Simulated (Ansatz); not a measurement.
Some values are withheld and marked by numbers in brackets.

```
A low-energy model for SrNbO3 (cubic perovskite) (Pm-3m): bands, U and J
1.0
     0.00000   -3.98521    0.00000
     0.00000    0.00000    3.98521
    -3.98521    0.00000    0.00000
Sr Nb O
1 1 3
Direct
  0.00000 0.00000 0.00000
  0.50000 0.50000 0.50000
  0.50000 0.50000 0.00000
  0.50000 0.00000 0.50000
  0.00000 0.50000 0.50000
# method: DFT, LDA, plane waves, PAW (and 1 further level or step)
# program: Ansatz 0.2.0
# settings of one run: cutoff 420 eV, 6×6×6 k-mesh, smearing width 0.08 eV, default PAW, coordination {"Nb": "octahedral"}, magnetic state non-magnetic by constraint
# cost: 3 runs, 16 min in all on 4 threads of Arm Neoverse V1, shared host (the runs of this entry)
# notes: This run has no spin polarisation although its electron count is odd. The structure was relaxed with LDA. The structure type comes from a generator and need not be one that this composition takes. Limits: no spin-orbit coupling. The bands cross the Fermi level under this constraint, which need not be the crystal’s state: magnetic order, correlation or a lattice distortion may open a gap.
# Nb t2g: U 2.92 eV, U′ 2.39 eV, J 0.27 eV, bare V 10.6 eV
# Nb t2g + anion p: [1]
# method: constrained RPA on non-magnetic LDA, 6×6×6 mesh, static; search for lower states off
```

Fill in the bracketed values.

[1] Nb t2g + anion p (SrNbO3 (cubic perovskite)): U 4.75 eV, U′ 4.00 eV, J 0.40 eV, bare V 12.7 eV. With the window Nb t2g + anion p U becomes 4.75 eV and the bare V 12.70 eV, so U/V goes from 0.28 to 0.37.

[Paths, hosts, dates, memory and timing lines, banners, echoed tables and standing remarks are left out of the program output.]

[Logs are printed without paths, hosts, clocks, repeated set-up lines and the standing remarks that a program may print on its own settings, such as how far it seeks lower states.]

[Runs of the session that timed out or met a known fault of the program may be left out.]

[Hosts, paths, dates, database ids (printed as entryN), source tags and the programs' standing remarks are cut or masked in the printed files.]
